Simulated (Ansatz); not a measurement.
**G0W0 on several functionals: Ag3AuSe2 (I4_132)**

One-shot GW is not self-consistent; how far does the start matter for Ag3AuSe2 (I4_132)?

Main program and level: Ansatz 0.2.0; G0W0 on several functionals, plane waves, PAW.

In doubt: one-shot GW on d or f shells is unsure, so the values of those runs are not to be relied on; masses and optical values from hybrid runs of this build are listed as unsure (steps 3, 4), which bears on the screening that GW takes from such a start.

## (1) Set-up

It takes space group I4_132 (No. 214, cubic). The conventional cell has a = 9.950 Å, b = 9.950 Å, c = 9.950 Å, α = 90.00°, β = 90.00°, γ = 90.00°. Nearest to Ag lie 4 Se at 2.74 to 2.87 Å and 2 Au at 3.01 Å and 2 Ag at 3.01 Å. Nearest to Se lie 1 Au at 2.48 Å and 6 Ag at 2.74 to 2.87 Å. Nearest to Au lie 2 Se at 2.48 Å. Farther neighbours and most contacts between anions are not listed.

Geometry: measured cell, ions relaxed with r2SCAN. The runs that relaxed it are not among those shown. Spin-orbit coupling is left out unless a step names it.

## (2) G0W0 on r2SCAN

G0W0 replaces the xc potential by the self-energy, built once from these orbitals. Only a window of levels is corrected, while the sums run over the empty bands that the input names. This step takes hard PAW files.

This step: G0W0 on r2SCAN, plane waves, PAW.

Input file input.yaml:

```yaml
crystal:
  lattice:
    - [-4.975, 4.975, 4.975]
    - [4.975, -4.975, 4.975]
    - [4.975, 4.975, -4.975]
  atoms:
    - { symbol: Ag, position: [0.25, 0.6207106707, 0.3707106707] }
    - { symbol: Ag, position: [0.6207106707, 0.75, 0.3707106707] }
    - { symbol: Ag, position: [0.75, 0.8792893293, 0.1292893293] }
    - { symbol: Ag, position: [0.8792893293, 0.25, 0.1292893293] }
    - { symbol: Ag, position: [0.3707106707, 0.25, 0.6207106707] }
    - { symbol: Ag, position: [0.3707106707, 0.6207106707, 0.75] }
    - { symbol: Ag, position: [0.1292893293, 0.75, 0.8792893293] }
    - { symbol: Ag, position: [0.1292893293, 0.8792893293, 0.25] }
    - { symbol: Ag, position: [0.25, 0.1292893293, 0.8792893293] }
    - { symbol: Ag, position: [0.6207106707, 0.3707106707, 0.25] }
    - { symbol: Ag, position: [0.75, 0.3707106707, 0.6207106707] }
    - { symbol: Ag, position: [0.8792893293, 0.1292893293, 0.75] }
    - { symbol: Se, position: [0.5378148057, 0.5378148057, 0.5378148057] }
    - { symbol: Se, position: [0.5378148057, 0.5, 0.0] }
    - { symbol: Se, position: [0.5, 0.0, 0.9621851943] }
    - { symbol: Se, position: [0.0, 0.5378148057, 0.5] }
    - { symbol: Se, position: [0.9621851943, 0.5, 0.0] }
    - { symbol: Se, position: [0.9621851943, 0.9621851943, 0.9621851943] }
    - { symbol: Se, position: [0.0, 0.9621851943, 0.5] }
    - { symbol: Se, position: [0.5, 0.0, 0.5378148057] }
    - { symbol: Au, position: [0.25, 0.25, 0.25] }
    - { symbol: Au, position: [0.25, 0.5, 0.0] }
    - { symbol: Au, position: [0.5, 0.0, 0.25] }
    - { symbol: Au, position: [0.0, 0.25, 0.5] }
kpoints:
  mp_grid: { grid: [2, 2, 2] }
hamiltonian:
  xc: r2scan
  pseudopotentials: { kind: paw, source: ansatz }
scf:
  occupations: { method: fixed }
gw:
  n_empty_bands: 1470
  ecut_chi: 120.0
  qp_bands: [v4, c4]
  qp_kpoints: band_edges
  screening: { model: contour_deformation }
```

On the command line:

```sh
ansatz run input.yaml --threads 16 --pin off --max-ram 82944MiB --backend cuda --events-out ev --progress --plain --runs-dir out --devices 1 --max-vram 78GiB
```

Numbers of over 12 decimals in the logs are rounded to 6 here.

The program printed:

```text
GPUs: using 1 of 1 available (devices: 1).
Engine: ansatz 0.2.0, aarch64-unknown-linux-gnu
Pseudopotentials: kind: paw
Pseudopotential: Ag, paw, valence charge 19, recommended cutoff 680 eV (meta_gga), Ag.paw.azcp
Pseudopotential: Se, paw, valence charge 16, recommended cutoff 820 eV (meta_gga), Se.paw.azcp
Pseudopotential: Au, paw, valence charge 19, recommended cutoff 930 eV (meta_gga), Au.paw.azcp
Functional definition: r2SCAN
  parameter k0 = 0.174
  parameter k1 = 0.065
  parameter a1 = 4.9479
  exchange = r2scan_x(k0 = k0, k1 = k1, a1 = a1)
  correlation = r2scan_c
[...]
Crystal: 24 atoms, lattice volume = 492.537 Å³
Basis set: ecut = 930 eV, 31677 PW (Γ), exchange–correlation on 432×432×432 points (64 copies of the dense FFT grid, shifted against one another)
Bands: 260, of which v1, the nominal top of the filled ones, is band 216 counted from 1 (215 counted from 0)
Symmetry: 24 space group operations
Space group: I4132 (ITA 214), of the structure as read, at distance tolerance 7.9e-5 Å
k-points: 3 of 8
Non-local potential: Ag, projectors of the file, l = 0: 3, l = 1: 2, l = 2: 2, l = 3: 2
Non-local potential: Se, projectors of the file, l = 0: 2, l = 1: 2, l = 2: 3, l = 3: 1
Non-local potential: Au, projectors of the file, l = 0: 3, l = 1: 3, l = 2: 2, l = 3: 2
PAW form: soft (Blöchl's): semilocal exchange-correlation on the pseudo side does not see the compensation charge
PAW frozen core: Ag, regenerated for the run's functional (the file was generated under x = pbe(κ = 0.804, μ = 0.219515), c = pbe(β = 0.066725))
PAW frozen core: Se, regenerated for the run's functional (the file was generated under x = pbe(κ = 0.804, μ = 0.219515), c = pbe(β = 0.066725))
PAW frozen core: Au, regenerated for the run's functional (the file was generated under x = pbe(κ = 0.804, μ = 0.219515), c = pbe(β = 0.066725))
PAW one-centre angular grid: Ag, 590 points (default); XC on 160 Gauss nodes
PAW one-centre angular grid: Se, 590 points (default); XC on 160 Gauss nodes
PAW one-centre angular grid: Au, 590 points (default); XC on 255 of its mesh's 1761 points in the sphere
Initial density: superposition of atomic densities (chi_scale 0.1, normalization cell, long waves kept (reshape's long-wave potential 0.07 eV rms))
Initial wavefunctions: pseudopotential atomic-orbital guess
[...]
Functional: x = r2scan, c = r2scan; τ floored in thin density (d = 2e-4 eV/Å³)
SCF iter   1: F=—  HF=-188040.015826 eV  |F-HF|=—  |Δ(HF+E_count)|=         —  Δρ=8.97e-2  dr2=8.24e1  dr2_τ=1.04e1  ethr=3.10e-3  ⟨swp⟩=4.3  Hψ=2122  notcnv=0  defer=121
preconditioner: auto → Resta (q_TF=auto, 2.669 Å⁻¹)  ε∞=6.5  [insulator: Δε(μ)=0.226 eV  Ē_g=10.668 eV  n_scr=140 (ndim 8)  ℏωp=25.0 eV  f_vac=0.046  ε∞_Penn≈6.5]
SCF iter   2: F=—  HF=-188026.009440 eV  |F-HF|=—  |Δ(HF+E_count)|=    1.40e1  Δρ=2.35e-2  dr2=2.48e0  dr2_τ=1.12e1  ethr=3.10e-3  ⟨swp⟩=3.0  Hψ=1575  notcnv=0  defer=124
SCF iter   3: F=—  HF=-188025.540185 eV  |F-HF|=—  |Δ(HF+E_count)|=   4.69e-1  Δρ=1.20e-2  dr2=9.04e-1  dr2_τ=5.34e-2  ethr=5.74e-4  ⟨swp⟩=2.0  Hψ=1505  notcnv=0  defer=124
SCF iter   4: F=—  HF=-188025.284817 eV  |F-HF|=—  |Δ(HF+E_count)|=   2.55e-1  Δρ=4.26e-3  dr2=1.47e-1  dr2_τ=3.52e-3  ethr=2.09e-4  ⟨swp⟩=2.7  Hψ=1320  notcnv=0  defer=124
SCF iter   5: F=—  HF=-188025.238871 eV  |F-HF|=—  |Δ(HF+E_count)|=   4.59e-2  Δρ=1.30e-3  dr2=2.36e-2  dr2_τ=1.02e-3  ethr=3.39e-5  ⟨swp⟩=2.0  Hψ=1014  notcnv=0  defer=124
SCF iter   6: F=—  HF=-188025.234841 eV  |F-HF|=—  |Δ(HF+E_count)|=   4.03e-3  Δρ=4.91e-4  dr2=1.90e-3  dr2_τ=2.39e-4  ethr=5.46e-6  ⟨swp⟩=2.0  Hψ=1014  notcnv=0  defer=124
[...]
SCF iter   9: F=—  HF=-188025.234949 eV  |F-HF|=—  |Δ(HF+E_count)|=   1.19e-5  Δρ=1.74e-5  dr2=2.85e-6  dr2_τ=1.45e-7  ethr=1.59e-8  ⟨swp⟩=2.0  Hψ=1201  notcnv=0  defer=110
SCF iter  10: F=—  HF=-188025.234950 eV  |F-HF|=—  |Δ(HF+E_count)|=   2.92e-7  Δρ=4.33e-6  dr2=1.22e-7  dr2_τ=1.84e-8  ethr=6.59e-10  ⟨swp⟩=2.0  Hψ=994  notcnv=0  defer=110
SCF iter  11: F=-188025.234950 eV  HF=-188025.234950 eV  |F-HF|=6.98e-10  |Δ(HF+E_count)|=   4.25e-8  Δρ=1.22e-6  dr2=8.03e-9  dr2_τ=2.33e-9  ethr=2.31e-11  ⟨swp⟩=11.3  Hψ=3921  notcnv=0
SCF 1 converged in 11 iterations: F = -188025.234950 eV  dr2 = 8.03e-9
[...]
SCF converged after 11 iterations
[...]
--- G₀W₀: contour deformation, 8 samples at zero and on the imaginary axis and 2 off it, 8 q-points, 1470 empty bands' worth ---
  eigenvalues of the whole cell's RPA ε∞ on this k-mesh (on a slab, of 1 + 4πα/V) = 22.9741, 22.9741, 22.9741; static W/v taken at q = 0 is 0.043527
  bands read: the sum over 1686 bands ends inside a degenerate multiplet in 2 slots, whose members it reads at an even weight; the widest, k=2: bands 1686 to 1688 (counted from 1) at 1/3 each
  gw.qp_kpoints: band_edges: 3 of 3 stored k-points solved, in 1 pass; an edge of the gap read off the rows below is read off those points alone
    ik  band        ε_KS         Σx   Σc(E_QP)       V_xc       Z   E_QP_lin       E_QP  E_QP is
     0   213     13.5343   -24.6133     2.6183   -21.8806  0.7408    13.4195    13.4200  root
     0   214     13.5343   -24.6133     2.6183   -21.8806  0.7408    13.4195    13.4200  root
     0   215     13.8145   -24.4523     2.5365   -21.8004  0.7435    13.6985    13.6990  root
     0   216     13.8145   -24.4523     2.5365   -21.8004  0.7435    13.6985    13.6990  root
     0   217     14.2755   -13.3605    -3.4127   -16.8288  0.7681    14.3312    14.3311  root
     0   218     14.6301   -10.7825    -3.1934   -13.8841  0.7750    14.5386    14.5382  root
     0   219     14.6301   -10.7825    -3.1934   -13.8841  0.7750    14.5386    14.5382  root
     0   220     15.0269   -11.9467    -3.6017   -15.5494  0.7708    15.0278    15.0278  root
     1   213     13.2735   -24.2924     2.6996   -21.4496  0.7379    13.1295    13.1304  root
     1   214     13.3776   -24.5497     2.6358   -21.7771  0.7402    13.2399    13.2408  root
     1   215     13.5354   -25.1290     2.5832   -22.4418  0.7428    13.4310    13.4314  root
     1   216     13.7578   -24.3635     2.4817   -21.7677  0.7439    13.6430    13.6436  root
     1   217     15.1174   -11.7209    -3.5795   -15.3115  0.7673    15.1285    15.1285  root
     1   218     15.6777   -12.7690    -3.2441   -16.0377  0.7640    15.7023    15.7022  root
     1   219     16.0975   -11.3553    -3.7784   -15.1423  0.7630    16.1061    16.1061  root
     1   220     16.1522   -11.1376    -3.7422   -14.8769  0.7636    16.1494    16.1494  root
     2   213     12.9500   -26.4575     2.6487   -23.7096  0.7417    12.8504    12.8507  root
     2   214     13.0812   -26.5985     3.0007   -23.4753  0.7356    12.9579    12.9586  root
     2   215     13.0812   -26.5985     3.0007   -23.4753  0.7356    12.9579    12.9586  root
     2   216     13.0812   -26.5985     3.0007   -23.4753  0.7356    12.9579    12.9586  root
     2   217     15.8998   -10.9248    -3.5321   -14.4215  0.7670    15.8644    15.8643  root
     2   218     15.8998   -10.9248    -3.5321   -14.4215  0.7670    15.8644    15.8643  root
     2   219     15.8998   -10.9248    -3.5321   -14.4215  0.7670    15.8644    15.8643  root
     2   220     16.4440   -12.3409    -3.6751   -16.0839  0.7574    16.5120    16.5117  root
```

The job ended after 30 s (1 × NVIDIA GB200 (shared by 2 runs) with 16 threads of Arm Neoverse V2, shared host; peak memory 12 GiB).

This step gave:

* bands summed: 1686
* RPA ε∞ on this mesh (eigenvalues): 22.97, 22.97, 22.97
* plane waves in the screening matrix: 1481
* q-points in the mesh: 8
* G0W0 gap on the mesh: 0.6320 eV
* k of the valence top: 0, 0, 0
* k of the conduction bottom: 0, 0, 0
* starting gap on the mesh: 0.4610 eV
* Z at the valence top: 0.7435
* Z at the conduction bottom: 0.7681
* least direct G0W0 gap on the computed points: 0.6320 eV

The gap on the mesh goes from 0.46 eV to 0.63 eV, a correction of +0.17 eV. Between the two edge states, bare exchange in place of the xc potential would open the gap by 6.12 eV, and correlation takes back 5.95 eV.

## (3) G0W0 on HSE06

The same correction from a different start measures what one shot leaves open.

This step: G0W0 on HSE06, plane waves, PAW.

input.yaml, as its differences from that of step 2:

```diff
@@ -33,3 +33,3 @@
 hamiltonian:
-  xc: r2scan
+  xc: hse06
   pseudopotentials: { kind: paw, source: ansatz }
```

The program printed:

```text
GPUs: using 1 of 1 available (devices: 1).
[...]
davidson cushion auto → on  (no smearing: the cushion is to keep the highest requested band from converging to the state above it; pin scf.eigensolver.cushion to override)
[...]
Crystal: 24 atoms, lattice volume = 492.537 Å³
Basis set: ecut = 617 eV, 17309 PW (Γ)
Bands: 260, of which v1, the nominal top of the filled ones, is band 216 counted from 1 (215 counted from 0)
Symmetry: 24 space group operations
[...]
k-points: 3 of 8
[...]
SCF iter   1: F=—  HF=-187763.269118 eV  |F-HF|=—  |Δ(HF+E_count)|=         —  Δρ=1.07e-1  dr2=1.21e2  ethr=1.00e-1  ⟨swp⟩=7.7  Hψ=2300  notcnv=0
[...]
SCF iter   2: F=—  HF=-187796.563014 eV  |F-HF|=—  |Δ(HF+E_count)|=    3.33e1  Δρ=1.20e-1  dr2=2.25e2  ethr=2.79e-2  ⟨swp⟩=4.0  Hψ=2245  notcnv=0
[...]
SCF iter  11: F=-187744.529221 eV  HF=-187744.529221 eV  |F-HF|=5.96e-8  |Δ(HF+E_count)|=   2.46e-8  Δρ=3.92e-6  dr2=7.94e-8  ethr=1.29e-10  ⟨swp⟩=4.0  Hψ=2283  notcnv=0
SCF 1 converged in 11 iterations: F = -187744.529221 eV  dr2 = 7.94e-8
[...]
Exchange kernel: α = 0.2500, screened, ω = 0.2079 Å⁻¹, Wigner–Seitz truncation, v(0) = 1037.7110 eV·Å³, q-mesh 2×2×2, nearest image of the exchange supercell L = 17.23 Å, pair-density grid 48×48×48, without the augmentation charges, whose exchange is taken in its separable form by FFT convolution over the k-point mesh (sized by the pseudopotential files, 60×60×60 at the most), smooth part of the exact exchange by density-matrix convolution in up to 11.30 GiB of GPU memory as planned if the GPU has room (build and FFT work areas not counted)
[...]
hybrid outer 1: dexx = +1.591e-1 eV, tail = 3.22e-4 eV
[...]
SCF 3 converged in 5 iterations: F = -187806.736023 eV  dr2 = 1.58e-8
[...]
hybrid outer 2: dexx = +4.981e-6 eV, tail = 1.33e-7 eV, Δε = 5.24e-3 eV (about 1.24e-4 eV left of the loop's levels)
[...]
guard bands above this table: 24 of the run's 260 bands. The solve was not asked for them (output.publish_guard_bands: true or output.eigenvalues: true publishes all)
[...]
0   213     13.1360   -23.5245     2.3053   -21.3127  0.7693    13.2293    13.2295  root
     0   214     13.1360   -23.5245     2.3053   -21.3127  0.7693    13.2293    13.2295  root
     0   215     13.4328   -23.5345     2.2480   -21.3719  0.7716    13.5181    13.5183  root
     0   216     13.4328   -23.5345     2.2480   -21.3719  0.7716    13.5181    13.5183  root
     0   217     14.3878   -12.7794    -3.4596   -16.2358  0.7944    14.3846    14.3846  root
     0   218     14.6651   -10.2723    -3.2402   -13.4387  0.8009    14.5914    14.5913  root
     0   219     14.6651   -10.2723    -3.2402   -13.4387  0.8009    14.5914    14.5913  root
     0   220     15.1497   -11.3241    -3.6593   -14.9372  0.7967    15.1035    15.1035  root
[...]
2   217     15.9923   -10.5289    -3.5270   -13.9933  0.7935    15.9298    15.9297  root
     2   218     15.9923   -10.5289    -3.5270   -13.9933  0.7935    15.9298    15.9297  root
     2   219     15.9923   -10.5289    -3.5270   -13.9933  0.7935    15.9298    15.9297  root
     2   220     16.6274   -11.7706    -3.6610   -15.3978  0.7854    16.5936    16.5935  root
```

Wall time 2.8 min (1 × NVIDIA GB200 (shared by 2 runs) with 16 threads); peak memory 6.4 GiB.

Numbers from this step:

- bands summed: 1686
- RPA ε∞ on this mesh (eigenvalues): 13.57, 13.57, 13.57
- plane waves in the screening matrix: 1481
- q-points in the mesh: 8
- G0W0 gap on the mesh: 0.8662 eV
- k of the valence top: 0, 0, 0
- k of the conduction bottom: 0, 0, 0
- starting gap on the mesh: 0.9549 eV
- Z at the valence top: 0.7716
- Z at the conduction bottom: 0.7944
- least direct G0W0 gap on the computed points: 0.8662 eV

Against the run with 2×2×2 mesh, 1470 empty bands, screening to 120 eV, hard PAW files on r2SCAN, the gap moves by +0.23 eV, while the start moved by +0.49 eV.

## (4) G0W0 on PBE0

This step: G0W0 on PBE0, plane waves, PAW.

input.yaml, as its differences from that of step 3:

```diff
@@ -33,3 +33,3 @@
 hamiltonian:
-  xc: hse06
+  xc: pbe0
   pseudopotentials: { kind: paw, source: ansatz }
```

The program printed:

```text
GPUs: using 1 of 1 available (devices: 1).
[...]
Crystal: 24 atoms, lattice volume = 492.537 Å³
Basis set: ecut = 617 eV, 17309 PW (Γ)
Bands: 260, of which v1, the nominal top of the filled ones, is band 216 counted from 1 (215 counted from 0)
Symmetry: 24 space group operations
[...]
k-points: 3 of 8
[...]
0   218     14.9700   -10.2428    -3.1785   -13.1140  0.8191    14.6637    14.6627  root
     0   219     14.9700   -10.2428    -3.1785   -13.1140  0.8191    14.6637    14.6627  root
     0   220     15.4740   -11.2596    -3.5990   -14.5694  0.8151    15.1858    15.1849  root
[...]
2   217     16.3153   -10.5028    -3.4513   -13.6541  0.8129    16.0162    16.0152  root
     2   218     16.3153   -10.5028    -3.4513   -13.6541  0.8129    16.0162    16.0152  root
     2   219     16.3153   -10.5028    -3.4513   -13.6541  0.8129    16.0162    16.0152  root
     2   220     16.9709   -11.7026    -3.5768   -14.9947  0.8064    16.6872    16.6862  root
```

The job ended after 2.8 min (1 × NVIDIA GB200 (shared by 2 runs) with 16 threads; peak memory 6.4 GiB).

This step gave:

- bands summed: 1686
- RPA ε∞ on this mesh (eigenvalues): 10.31, 10.31, 10.31
- plane waves in the screening matrix: 1481
- G0W0 gap on the mesh: 1.046 eV
- k of the valence top: 0, 0, 0
- k of the conduction bottom: 0, 0, 0
- starting gap on the mesh: 1.613 eV
- least direct G0W0 gap on the computed points: 1.046 eV

Against the run with 2×2×2 mesh, 1470 empty bands, screening to 120 eV, hard PAW files on HSE06, the gap moves by +0.18 eV, while the start moved by +0.66 eV.

## (5) The starts together

All on the 2×2×2 mesh with 1470 empty bands and screening to 120 eV. Times are wall times on 1 × NVIDIA GB200 (shared by 2 runs) with 16 threads of Arm Neoverse V2, shared host, good to a factor of about two.

```
 start  starting gap (eV)  shift (eV)  G0W0 gap (eV)  RPA ε∞ (harmonic mean)  Z (valence, conduction)     time
r2SCAN               0.46       +0.17           0.63                   22.97               0.74, 0.77     30 s
 HSE06               0.95       −0.09           0.87                   13.57               0.77, 0.79  2.8 min
  PBE0               1.61       −0.57           1.05                   10.31               0.79, 0.81  2.8 min
```

How the two edges are built up, in eV (the quasiparticle level is the starting level plus Σx plus Σc less Vxc):

```
   run               edge  start      Σx     Σc     Vxc     Z     QP
r2SCAN        valence top  13.81  -24.45   2.54  -21.80  0.74  13.70
r2SCAN  conduction bottom  14.28  -13.36  -3.41  -16.83  0.77  14.33
 HSE06        valence top  13.43  -23.53   2.25  -21.37  0.77  13.52
 HSE06  conduction bottom  14.39  -12.78  -3.46  -16.24  0.79  14.38
  PBE0        valence top  13.08  -23.53   2.16  -21.70  0.79  13.42
  PBE0  conduction bottom  14.70  -12.73  -3.40  -15.90  0.81  14.46
```

For a hybrid start, Vxc holds its share of exact exchange.

## (6) What came out

| Property | Result |
| --- | --- |
| G0W0@r2SCAN | 0.63 eV (start 0.46 eV) |
| G0W0@HSE06 | 0.87 eV (start 0.95 eV) |
| G0W0@PBE0 | 1.05 eV (start 1.61 eV) |
| known limits | not at the basis limit; d shell near the gap, gap tends to lie low; no spin-orbit coupling; coarse k mesh |

What this shows: The starting gaps span 1.15 eV and the G0W0 gaps 0.41 eV. Between r2SCAN and PBE0, 0.41 eV of the 1.15 eV survives, 36 %. On HSE06 and PBE0 the correction is negative: that start lies above its own G0W0 value. The smallest correction, −0.09 eV, is on HSE06, the start nearest to reproducing itself. Bands and cutoff are finite, so the gap is not at the basis limit. The miss can reach some tenths of an eV and take either sign; the mesh is an error of its own. The 2×2×2 mesh is coarse for this cell (its supercell is 17 Å along the shortest edge). The RPA ε∞ on it, from the r2SCAN start, is 22.97; such meshes misread the long-range screening, most where the gap is narrow. The program warns that the mesh is coarse for exact exchange, which bears on the hybrid start's gap. A d shell, filled or nearly so, lies near the gap. One-shot GW converges very slowly in bands there, not always from below, and on a semilocal start the gap tends to come out low; starts rich in exact exchange can overshoot instead. The many-body steps are scalar-relativistic: spin-orbit coupling is not in them.

[Paths, hosts, dates, memory and timing lines, banners, echoed tables and standing remarks are left out of the program output.]

[Logs are printed without paths, hosts, clocks, repeated set-up lines and the standing remarks that a program may print on its own settings, such as how far it seeks lower states.]

[Runs of the session that timed out or met a known fault of the program may be left out.]

[Cells called generated may have been cut or substituted from an entry of the Crystallography Open Database or the Materials Project.]

[Hosts, paths, dates, database ids (printed as entryN), source tags and the programs' standing remarks are cut or masked in the printed files.]
